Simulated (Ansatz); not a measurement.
**KTaSe3 (model cell, started as cubic perovskite with Ta in the octahedra): phonons and vibrational spectra**

How does KTaSe3 (model cell, started as cubic perovskite with Ta in the octahedra) vibrate, and is this structure a minimum?

Program: Ansatz 0.2.0. Level of theory: DFT LDA, scalar-relativistic, plane waves, PAW. Results are calculated unless marked as measured.

The structure was built from a prototype and need not be the compound's stable phase.

**1. The starting structure**

Symmetry: Pm-3m, No. 221, cubic system. Conventional cell: a = 5.135 Å, b = 5.135 Å, c = 5.135 Å, α = 90.00°, β = 90.00°, γ = 90.00°. K has 12 Se at 3.63 Å nearest. Nearest to Ta lie 6 Se at 2.57 Å. Nearest to Se lie 2 Ta at 2.57 Å and 4 K at 3.63 Å. Farther neighbours and most contacts between anions are not listed.

**2. Bringing the structure to rest**

Harmonic phonons are second derivatives at a point where the forces vanish, and they are wanted at zero stress, so atoms and cell are relaxed first.

input.yaml reads:

```yaml
crystal:
  lattice:
    - [5.1352, 0.0, 0.0]
    - [0.0, 5.1352, 0.0]
    - [0.0, 0.0, 5.1352]
  atoms:
    - { symbol: K, position: [0.0, 0.0, 0.0] }
    - { symbol: Ta, position: [0.5, 0.5, 0.5] }
    - { symbol: Se, position: [0.5, 0.5, 0.0] }
    - { symbol: Se, position: [0.5, 0.0, 0.5] }
    - { symbol: Se, position: [0.0, 0.5, 0.5] }
kpoints:
  mp_grid: { grid: [6, 6, 6] }
hamiltonian:
  xc: lda
scf:
  occupations: { method: gaussian, width: 0.1 }
output:
  forces: true
  stress: true
  eigenvalues: true
  write_density: true
  write_potential: true
  elf: true
  volumetric_format: npy
relax:
  adjacent_minimum: "off"
  f_tol: 0.005
  max_steps: 80
  cell: { stress_tol: 0.05 }
```

On the command line:

```
ansatz run input.yaml --threads 8 --pin off --max-ram 14336MiB --backend cpu --events-out ev --progress --plain --runs-dir out
```

Numbers of over 12 decimals in the logs are rounded to 6 here.

Output:

```text
Engine: ansatz 0.2.0, x86_64-unknown-linux-gnu
Pseudopotentials: kind: paw
Pseudopotential: K, paw, valence charge 9, recommended cutoff 420 eV (normal), K.paw.azcp
Pseudopotential: Ta, paw, valence charge 13, recommended cutoff 420 eV (normal), Ta.paw.azcp
Pseudopotential: Se, paw, valence charge 16, recommended cutoff 420 eV (normal), Se.paw.azcp
Functional definition: SPW92
  exchange = slater_x
  correlation = pw_c
Crystal: 5 atoms, lattice volume = 135.417 Å³
Basis set: ecut = 420 eV, 2601 PW (Γ)
Bands: 42, of which v1, the nominal top of the filled ones, is band 35 counted from 1 (34 counted from 0)
Symmetry: 48 space group operations
Space group: Pm-3m (ITA 221), of the structure as read, at distance tolerance 5.1e-5 Å
k-points: 20 of 216
Non-local potential: K, projectors of the file, l = 0: 3, l = 1: 2, l = 2: 2
Non-local potential: Ta, projectors of the file, l = 0: 3, l = 1: 2, l = 2: 2, l = 3: 1
Non-local potential: Se, projectors of the file, l = 0: 2, l = 1: 2, l = 2: 3, l = 3: 1
PAW form: soft (Blöchl's): semilocal exchange-correlation on the pseudo side does not see the compensation charge
PAW frozen core: K, regenerated for the run's functional, and the local potential with it (the file was generated under x = pbe(κ = 0.804, μ = 0.219515), c = pbe(β = 0.066725))
PAW frozen core: Ta, regenerated for the run's functional, and the local potential with it (the file was generated under x = pbe(κ = 0.804, μ = 0.219515), c = pbe(β = 0.066725))
PAW frozen core: Se, regenerated for the run's functional, and the local potential with it (the file was generated under x = pbe(κ = 0.804, μ = 0.219515), c = pbe(β = 0.066725))
PAW one-centre angular grid: K, 110 points (default); XC on 64 Gauss nodes
PAW one-centre angular grid: Ta, 590 points (default); XC on 64 Gauss nodes
PAW one-centre angular grid: Se, 590 points (default); XC on 64 Gauss nodes
Initial density: superposition of atomic densities (neutral atoms: chi_scale 0, normalization atom), corrected by the library's trained network
Initial wavefunctions: pseudopotential atomic-orbital guess
Functional: x = slater, c = lda
SCF iter   1: F=—  HF=-27332.377484 eV  |F-HF|=—  |Δ(HF+E_count)|=         —  Δρ=4.96e-3  dr2=2.91e-2  ethr=1.77e-3  ⟨swp⟩=6.9  Hψ=3231  notcnv=0
preconditioner: auto → Resta (q_TF=auto, 2.444 Å⁻¹)  ε∞=4.2  [insulator: Δε(μ)=0.226 eV  Ē_g=9.760 eV  σ=0.100 eV  W_gap=0.89  n_scr=26 (ndim 8)  ℏωp=17.5 eV  f_vac=0.068  D(μ)=0.35/eV (n_scr^D=0)  ε∞_Penn≈4.2]
SCF iter   2: F=—  HF=-27332.373186 eV  |F-HF|=—  |Δ(HF+E_count)|=   4.30e-3  Δρ=2.73e-3  dr2=6.46e-3  ethr=4.15e-5  ⟨swp⟩=2.4  Hψ=1332  notcnv=0
SCF iter   3: F=—  HF=-27332.372391 eV  |F-HF|=—  |Δ(HF+E_count)|=   7.96e-4  Δρ=1.42e-3  dr2=2.07e-3  ethr=9.23e-6  ⟨swp⟩=1.9  Hψ=856  notcnv=0
SCF iter   4: F=—  HF=-27332.372172 eV  |F-HF|=—  |Δ(HF+E_count)|=   2.18e-4  Δρ=1.75e-4  dr2=1.12e-4  ethr=2.96e-6  ⟨swp⟩=1.8  Hψ=845  notcnv=0
SCF iter   5: F=—  HF=-27332.372166 eV  |F-HF|=—  |Δ(HF+E_count)|=   6.30e-6  Δρ=5.42e-5  dr2=7.68e-6  ethr=1.59e-7  ⟨swp⟩=2.0  Hψ=1028  notcnv=0
SCF iter   6: F=—  HF=-27332.372165 eV  |F-HF|=—  |Δ(HF+E_count)|=   1.08e-6  Δρ=1.99e-5  dr2=8.05e-7  ethr=1.10e-8  ⟨swp⟩=2.0  Hψ=1479  notcnv=0
SCF iter   7: F=-27332.372165 eV  HF=-27332.372165 eV  |F-HF|=2.11e-8  |Δ(HF+E_count)|=   3.49e-7  Δρ=6.58e-6  dr2=7.53e-8  ethr=1.43e-10  ⟨swp⟩=11.6  Hψ=6390  notcnv=0
SCF 1 converged in 7 iterations: F = -27332.372165 eV  dr2 = 7.53e-8
  Residual-converged pass: ⟨swp⟩=1.0  Hψ=920  notcnv=0  max |occ|·‖R‖ = 7.1e-9 eV (tolerance 1.0e-8 eV)  dr2=7.53e-8  dr2_onsite=2.94e-9  max |Δocc| = 1.6e-11
  greatest PAW one-centre occupation: 1.000 electrons in one spin orbital (limit 2), on the Ta atom at site 1 (counted from 0), in its partial waves of l = 0
relax step   1: F+E_penalty+E_count = -27332.37216473 eV  Δ(F+E_penalty+E_count) = +0.000e0 eV  max|allowed force component| = 7.783e-30 eV/Å  Δτ_max = 0.0000 Å  P = -5.323 GPa  Ω = 135.417 Å³  (7 SCF iters, dr2 threshold 1.00e-7 eV, accepted)
Crystal: 5 atoms, lattice volume = 120.516 Å³
Basis set: ecut = 420 eV, 2373 PW (Γ)
Initial density: handed on by an earlier stage of this run
Initial wavefunctions: those handed on with the density
iter 1 solved again at ethr=3.71e-4 eV; its pass at ethr=3.10e-3 eV (dr2=2.60e-1 eV) is discarded
SCF iter   1: F=—  HF=-27332.575243 eV  |F-HF|=—  |Δ(HF+E_count)|=         —  Δρ=8.88e-3  dr2=2.56e-1  ethr=3.71e-4  ⟨swp⟩=1.0  Hψ=3831  notcnv=0
preconditioner: auto → Resta (q_TF=auto, 2.492 Å⁻¹)  ε∞=4.3  [insulator: Δε(μ)=0.181 eV  Ē_g=10.274 eV  σ=0.100 eV  W_gap=0.80  n_scr=26 (ndim 8)  ℏωp=18.5 eV  f_vac=0.034  D(μ)=0.68/eV (n_scr^D=0)  ε∞_Penn≈4.3]
SCF iter   2: F=—  HF=-27332.529429 eV  |F-HF|=—  |Δ(HF+E_count)|=   4.58e-2  Δρ=3.45e-3  dr2=1.54e-2  ethr=3.65e-4  ⟨swp⟩=2.1  Hψ=1158  notcnv=0
SCF iter   3: F=—  HF=-27332.525195 eV  |F-HF|=—  |Δ(HF+E_count)|=   4.23e-3  Δρ=1.66e-3  dr2=3.40e-3  ethr=2.20e-5  ⟨swp⟩=2.7  Hψ=1465  notcnv=0
SCF iter   4: F=—  HF=-27332.524061 eV  |F-HF|=—  |Δ(HF+E_count)|=   1.13e-3  Δρ=4.17e-4  dr2=2.92e-4  ethr=4.86e-6  ⟨swp⟩=2.7  Hψ=1428  notcnv=0
SCF iter   5: F=—  HF=-27332.523932 eV  |F-HF|=—  |Δ(HF+E_count)|=   1.28e-4  Δρ=1.46e-4  dr2=3.13e-5  ethr=4.17e-7  ⟨swp⟩=2.0  Hψ=1516  notcnv=0
SCF iter   6: F=—  HF=-27332.523935 eV  |F-HF|=—  |Δ(HF+E_count)|=   3.00e-6  Δρ=2.77e-5  dr2=1.50e-6  ethr=4.47e-8  ⟨swp⟩=2.0  Hψ=1053  notcnv=0
SCF iter   7: F=-27332.523936 eV  HF=-27332.523936 eV  |F-HF|=1.24e-8  |Δ(HF+E_count)|=   1.88e-7  Δρ=5.92e-6  dr2=5.20e-8  ethr=7.14e-10  ⟨swp⟩=9.9  Hψ=6367  notcnv=0
SCF 2 converged in 7 iterations: F = -27332.523936 eV  dr2 = 5.20e-8
  Residual-converged pass: ⟨swp⟩=1.0  Hψ=920  notcnv=0  max |occ|·‖R‖ = 7.0e-9 eV (tolerance 1.0e-8 eV)  dr2=5.20e-8  dr2_onsite=6.11e-9  max |Δocc| = 6.6e-13
relax step   2: F+E_penalty+E_count = -27332.52393556 eV  Δ(F+E_penalty+E_count) = -1.518e-1 eV  max|allowed force component| = 6.482e-30 eV/Å  Δτ_max = 0.0000 Å  P = +3.005 GPa  Ω = 120.516 Å³  energy of the carried Pulay correction = +2.254e-3 eV  (7 SCF iters, dr2 threshold 5.00e-7 eV, accepted)
Crystal: 5 atoms, lattice volume = 125.498 Å³
Basis set: ecut = 420 eV, 2469 PW (Γ)
iter 1 solved again at ethr=5.51e-5 eV; its pass at ethr=3.10e-3 eV (dr2=3.86e-2 eV) is discarded
SCF iter   1: F=—  HF=-27332.569726 eV  |F-HF|=—  |Δ(HF+E_count)|=         —  Δρ=3.31e-3  dr2=3.84e-2  ethr=5.51e-5  ⟨swp⟩=1.1  Hψ=4259  notcnv=0
preconditioner: auto → Resta (q_TF=auto, 2.475 Å⁻¹)  ε∞=4.2  [insulator: Δε(μ)=0.257 eV  Ē_g=10.179 eV  σ=0.100 eV  W_gap=0.93  n_scr=26 (ndim 8)  ℏωp=18.2 eV  f_vac=0.046  D(μ)=0.21/eV (n_scr^D=0)  ε∞_Penn≈4.2]
SCF iter   2: F=—  HF=-27332.562548 eV  |F-HF|=—  |Δ(HF+E_count)|=   7.18e-3  Δρ=1.25e-3  dr2=2.12e-3  ethr=5.49e-5  ⟨swp⟩=2.0  Hψ=1094  notcnv=0
SCF iter   3: F=—  HF=-27332.561956 eV  |F-HF|=—  |Δ(HF+E_count)|=   5.93e-4  Δρ=5.99e-4  dr2=5.13e-4  ethr=3.03e-6  ⟨swp⟩=2.6  Hψ=1462  notcnv=0
SCF iter   4: F=—  HF=-27332.561800 eV  |F-HF|=—  |Δ(HF+E_count)|=   1.56e-4  Δρ=1.73e-4  dr2=5.18e-5  ethr=7.33e-7  ⟨swp⟩=2.5  Hψ=1483  notcnv=0
SCF iter   5: F=—  HF=-27332.561777 eV  |F-HF|=—  |Δ(HF+E_count)|=   2.36e-5  Δρ=5.64e-5  dr2=4.60e-6  ethr=7.40e-8  ⟨swp⟩=2.0  Hψ=1520  notcnv=0
SCF iter   6: F=-27332.561777 eV  HF=-27332.561778 eV  |F-HF|=1.77e-8  |Δ(HF+E_count)|=   7.87e-7  Δρ=9.12e-6  dr2=1.88e-7  ethr=7.14e-10  ⟨swp⟩=10.1  Hψ=7042  notcnv=0
SCF 3 converged in 6 iterations: F = -27332.561777 eV  dr2 = 1.88e-7
relax step   3: F+E_penalty+E_count = -27332.56177749 eV  Δ(F+E_penalty+E_count) = -3.784e-2 eV  max|allowed force component| = 1.975e-29 eV/Å  Δτ_max = 0.0000 Å  P = -0.398 GPa  Ω = 125.498 Å³  energy of the carried Pulay correction = +1.472e-3 eV  (6 SCF iters, dr2 threshold 5.00e-7 eV, accepted)
[...]
relax step   4: F+E_penalty+E_count = -27332.56267136 eV  Δ(F+E_penalty+E_count) = -8.939e-4 eV  max|allowed force component| = 3.471e-30 eV/Å  Δτ_max = 0.0000 Å  P = -0.024 GPa  Ω = 124.894 Å³  energy of the carried Pulay correction = +1.565e-3 eV  (5 SCF iters, dr2 threshold 3.97e-7 eV, accepted)
Initial wavefunctions: pseudopotential atomic-orbital guess (no wavefunctions were taken with the density)
iter 1 solved again at ethr=2.00e-7 eV; its pass at ethr=3.10e-3 eV (dr2=1.40e-4 eV) is discarded
SCF iter   1: F=—  HF=-27332.561281 eV  |F-HF|=—  |Δ(HF+E_count)|=         —  Δρ=6.36e-5  dr2=6.64e-7  ethr=2.00e-7  ⟨swp⟩=3.0  Hψ=5121  notcnv=0
preconditioner: auto → Resta (q_TF=auto, 2.477 Å⁻¹)  ε∞=4.2  [insulator: Δε(μ)=0.261 eV  Ē_g=10.172 eV  σ=0.100 eV  W_gap=0.93  n_scr=26 (ndim 8)  ℏωp=18.2 eV  f_vac=0.043  D(μ)=0.20/eV (n_scr^D=0)  ε∞_Penn≈4.2]
SCF iter   2: F=—  HF=-27332.561280 eV  |F-HF|=—  |Δ(HF+E_count)|=   1.07e-6  Δρ=3.53e-5  dr2=3.61e-7  ethr=9.48e-10  ⟨swp⟩=2.0  Hψ=1519  notcnv=0
SCF iter   3: F=—  HF=-27332.561280 eV  |F-HF|=—  |Δ(HF+E_count)|=   1.11e-7  Δρ=1.28e-5  dr2=7.82e-8  ethr=5.16e-10  ⟨swp⟩=2.0  Hψ=1026  notcnv=0
SCF iter   4: F=—  HF=-27332.561280 eV  |F-HF|=—  |Δ(HF+E_count)|=  3.35e-10  Δρ=3.21e-6  dr2=1.36e-8  ethr=1.12e-10  ⟨swp⟩=2.0  Hψ=955  notcnv=0
SCF iter   5: F=—  HF=-27332.561280 eV  |F-HF|=—  |Δ(HF+E_count)|=   2.32e-9  Δρ=8.36e-7  dr2=7.55e-10  ethr=1.95e-11  ⟨swp⟩=2.0  Hψ=950  notcnv=0
SCF iter   6: F=-27332.561280 eV  HF=-27332.561280 eV  |F-HF|=7.28e-12  |Δ(HF+E_count)|=  9.46e-11  Δρ=1.34e-7  dr2=3.65e-11  ethr=1.00e-12  ⟨swp⟩=4.8  Hψ=4326  notcnv=0
SCF 5 converged in 6 iterations: F = -27332.561280 eV  dr2 = 3.65e-11
relax step   5: F+E_penalty+E_count = -27332.56128042 eV  Δ(F+E_penalty+E_count) = +1.391e-3 eV  max|allowed force component| = 4.970e-30 eV/Å  Δτ_max = 0.0000 Å  P = -0.030 GPa  Ω = 124.894 Å³  stress off target by 2.97e-2 GPa  SCF on the basis re-selected at this cell (its energy is not comparable with the rows above)  (6 SCF iters)
basis re-selected at this cell: Δ(F+E_penalty+E_count) = +1.391e-3 eV, ΔP = -0.006 GPa vs the last step (what re-selecting the basis moved, of the pressure what is left beyond the Pulay correction that the steps carried, after the strain that the cell walked since its last selection, with what the two solves' SCF thresholds leave and, on support functions, any second-order correction that the steps lacked; it is no m [...]
SCF converged after 6 iterations
Free energy (F): -27332.561280 eV
Harris-Foulkes:  -27332.561280 eV  (|F-HF|=7.28e-12)
Internal energy: -27332.560288 eV  (E = F + TS)
E sigma→0 (E₀):  -27332.560784 eV
Entropy (-TS):   -0.000992 eV (-0.198 meV/atom)
Fermi energy:    8.588378 eV
--- Per-component energies (eV) ---
  E_band       = -1450.249252
  E_kinetic    = 981.026584
  E_local      = -9346.616390  (includes V_loc(G=0)·N_el)
  E_nonlocal   = -1734.185651
  E_hartree    = 4410.058180
  E_xc         = -662.405355
  E_vxc        = -665.413898  (∫ρ·V_xc dr)
  E_paw        = -14370.826832  (= ΣΔE_a)
  E_vpaw       = 494.825625  (= ΣTr[D̂ρ^β])
  E_aug_tail   = -0.001752  (compensation charges beyond the density's cutoff)
  E_ewald      = -6616.777562
  E_core_change = 7.168490  (= ΣΔE_core)
  E_smearing   = -0.000992  (= −TS)
  E_closure    = -0.000000  (closes the sum)
  Σ components = -27332.561280   (vs F -27332.561280, Δ=0.00e0)
--- Forces (eV/Å), atoms counted from 1 ---
  atom   1  K      0.00000000    -0.00000000     0.00000000
  atom   2  Ta     0.00000000     0.00000000     0.00000000
  atom   3  Se    -0.00000000     0.00000000    -0.00000000
  atom   4  Se    -0.00000000    -0.00000000    -0.00000000
  atom   5  Se     0.00000000     0.00000000    -0.00000000
  max |Σ_I F_I| component: 6.71e-30 eV/Å
--- Stress (GPa, compression-positive) ---
       -0.029655      -0.000000       0.000000
       -0.000000      -0.029655       0.000000
        0.000000       0.000000      -0.029655
  P = ⅓ Tr σ = -0.0297 GPa (-0.297 kbar)
--- Band table (eV; the first three rows and the last of 20) ---
  k-point 0: bands = [... 31 lower, 7.2594, 7.6562, 7.6562, 7.6562, 8.0594, 8.0594, 8.0594, 10.0434, ... 3 higher]
  k-point 1: bands = [... 31 lower, 7.0752, 7.0790, 7.6721, 7.7577, 7.7577, 8.8873, 8.8873, 10.0655, ... 3 higher]
  k-point 2: bands = [... 31 lower, 6.1103, 6.7692, 7.7046, 7.7338, 7.7338, 10.0069, 10.0069, 10.0948, ... 3 higher]
  k-point 19: bands = [... 31 lower, 3.9285, 8.7786, 8.7786, 8.7786, 10.7413, 10.7413, 10.7413, 11.8350, ... 3 higher]
--- Relaxed structure (4 steps of the walk, 4 accepted, 1 SCFs on fresh bases) ---
  F+E_penalty+E_count = -27332.56128042 eV   max|allowed force component| = 4.970e-30 eV/Å   (the final SCF, on the basis selected at the relaxed cell)
  cell:  # Å, volume = 124.8939 Å³
    - [4.998585, 0, 0]
    - [0, 4.998585, 0.0]
    - [0, 0.0, 4.998585]
  atoms:
    - { symbol: K, position: [0, 0, 0] }
    - { symbol: Ta, position: [0.5, 0.5, 0.5] }
    - { symbol: Se, position: [0.5, 0.5, 0] }
    - { symbol: Se, position: [0.5, 0, 0.5] }
    - { symbol: Se, position: [0, 0.5, 0.5] }
```

Run time: 19 s. Hardware: 8 threads of Intel Xeon Platinum 8375C at 2.90GHz (Ice Lake), shared host; peak memory 0.67 GiB; 70 s of CPU time.

Relaxation path:

```tsv
step	energy less that of the first step (eV)	largest force component (eV/Å)	pressure (GPa)	volume (Å³)
1	0.0000	0.0000	-5.32	135.42
2	-0.1518	0.0000	3.01	120.52
3	-0.1896	0.0000	-0.40	125.50
4	-0.1905	0.0000	-0.02	124.89
5*	-0.1891	0.0000	-0.03	124.89
```

Relaxation steps marked * repeat the geometry before them on a plane-wave basis chosen anew for their cell, so energy and pressure can jump there.

The run keeps the 48 symmetry operations that it works with, so distortions that break them were not tested.

```tsv
conventional cell, symmetrised	before	after	change
a (Å)	5.135	4.999	-2.7 %
b (Å)	5.135	4.999	-2.7 %
c (Å)	5.135	4.999	-2.7 %
volume (Å³/atom)	27.08	24.98	-7.8 %
```

This step gave:

```yaml
pressure: -0.02966 GPa
volume_per_atom: 24.98 Å³
gap_on_the_k_mesh: 0 eV
```

Electrostatic potential energy in the ac plane at fractional y = 0.500, with atoms of Ta and Se within 0.2 Å of it. With pseudopotentials it is smooth inside the atoms' cores, unlike the true potential.

Ten even steps from '0' (-49 eV) to '9' (13 eV), each cell a mean:
```
99998677669999
99999766689999
99999877899999
89999877889999
67898654578986
76687300158866
87686200047767
76686200057767
66788522368876
78999866789998
99999888899999
99999766689999
99998667679999
99997678768999
```
Columns run along a (5.0 Å; values clipped at the 3rd and 97th percentile), rows up along c (5.0 Å). Atoms in or near the plane, at fractional coordinates: Ta at (0.50, 0.50), Se at (0.50, 0.00), Se at (0.00, 0.50).

Valence density in the ac plane at fractional y = 0.500, with atoms of Ta and Se within 0.2 Å of it. It is the smooth field of the valence electrons, not physical close to the nuclei.

Ten steps, logarithmic in the rise over the least value, from '_' (0 e/Å³) to '@' (30 e/Å³), each cell a mean:
```
________..==##%%**::..______
________..::==++--::..______
________....::::::..________
....______..::::....____....
--::......::--==--......::::
##++::..::==++++++--..::--**
@@##--::::++++++++==::::++%%
@@**--::::==++++++--::::==##
++--::....--==++==::....::==
::....__....::::::..__......
__________..::::....________
________..::----::..________
________..--**##++::..______
________::++@@@@##--..______
```
Columns run along a (5.0 Å), rows up along c (5.0 Å). Atoms in or near the plane, at fractional coordinates: Ta at (0.50, 0.50), Se at (0.50, 0.00), Se at (0.00, 0.50).

ELF in the ac plane at fractional y = 0.500, with atoms of Ta and Se within 0.2 Å of it. It is the smooth field of the valence electrons, not physical close to the nuclei.

Ten even steps from '_' (0.02) to '@' (0.79), each cell a mean:
```
____::##@@@@++==##@@@@++..__
..__..==%%@@@@%%@@@@##::__..
++==::::++%%%%%%%%##==::::++
@@%%++--::--====----::==##@@
@@@@%%++::--++**==::--##@@@@
**%%@@**::##%%##%%==--%%@@##
::**@@##--%%++::##**==%%%%==
==##@@**--%%**++%%++==%%@@++
@@@@@@**::++%%%%##----%%@@@@
@@@@##==::::----::::::++%%@@
##**--::==****##**++--::==##
::....--##@@@@@@@@%%++::..::
____..**@@@@##**%%@@%%==____
____::##@@@@==::**@@@@++..__
```
Columns run along a (5.0 Å), rows up along c (5.0 Å). Atoms in or near the plane, at fractional coordinates: Ta at (0.50, 0.50), Se at (0.50, 0.00), Se at (0.00, 0.50).

In this step the volume went from 27.08 to 24.98 Å³/atom.

**3. Relaxing to small forces for the phonons**

Phonons need a cell at rest on their own settings, so the relaxation is repeated with tight tolerances on forces and stress, using the mesh and the filling of the phonon run that follows.

input.yaml reads:

```yaml
crystal:
  lattice:
    - [4.9985849006, 0.0, 0.0]
    - [0.0, 4.9985849006, 0.0]
    - [0.0, 0.0, 4.9985849006]
  atoms:
    - { symbol: K, position: [0.0, 0.0, 0.0] }
    - { symbol: Ta, position: [0.5, 0.5, 0.5] }
    - { symbol: Se, position: [0.5, 0.5, 0.0] }
    - { symbol: Se, position: [0.5, 0.0, 0.5] }
    - { symbol: Se, position: [0.0, 0.5, 0.5] }
kpoints:
  mp_grid: { grid: [6, 6, 6] }
hamiltonian:
  xc: lda
scf:
  occupations: { method: methfessel_paxton, width: 0.15 }
output:
  forces: true
  stress: true
  eigenvalues: true
relax:
  adjacent_minimum: "off"
  f_tol: 0.001
  max_steps: 60
  cell: { stress_tol: 0.01 }
```

Output:

```text
[...]
Crystal: 5 atoms, lattice volume = 124.894 Å³
Basis set: ecut = 420 eV, 2469 PW (Γ)
Bands: 42, of which v1, the nominal top of the filled ones, is band 35 counted from 1 (34 counted from 0)
Symmetry: 48 space group operations
[...]
k-points: 20 of 216
[...]
--- Relaxed structure (2 steps of the walk, 2 accepted, 1 SCFs on fresh bases) ---
[...]
cell:  # Å, volume = 124.8473 Å³
    - [4.997964, 0, 0.0]
    - [0, 4.997964, 0]
    - [0.0, 0, 4.997964]
  atoms:
    - { symbol: K, position: [0, 0, 0] }
    - { symbol: Ta, position: [0.5, 0.5, 0.5] }
    - { symbol: Se, position: [0.5, 0.5, 0] }
    - { symbol: Se, position: [0.5, 0, 0.5] }
    - { symbol: Se, position: [0, 0.5, 0.5] }
[key lines of the parts left out:]
SCF converged after 5 iterations
Free energy (F): -27332.558941 eV
Fermi energy:    8.672693 eV
P = ⅓ Tr σ = 0.0084 GPa (0.084 kbar)
```

Wall time 11 s (8 threads); peak memory 0.65 GiB; 40 s of CPU time.

Little changed from the start: no atom moved by 0.005 Å and no cell edge by 0.1 %.

Numbers from this step:

```yaml
pressure: 0.008402 GPa
volume_per_atom: 24.97 Å³
```

The forces vanish by symmetry and the pressure is 0.008 GPa, within the tolerances set. The cell now holds 24.97 Å³/atom.

[end of part 1 of 2]

[Logs are printed without paths, hosts, clocks, repeated set-up lines and the standing remarks that a program may print on its own settings, such as how far it seeks lower states.]

[Hosts, paths, dates, database ids (printed as entryN), source tags and the programs' standing remarks are cut or masked in the printed files.]
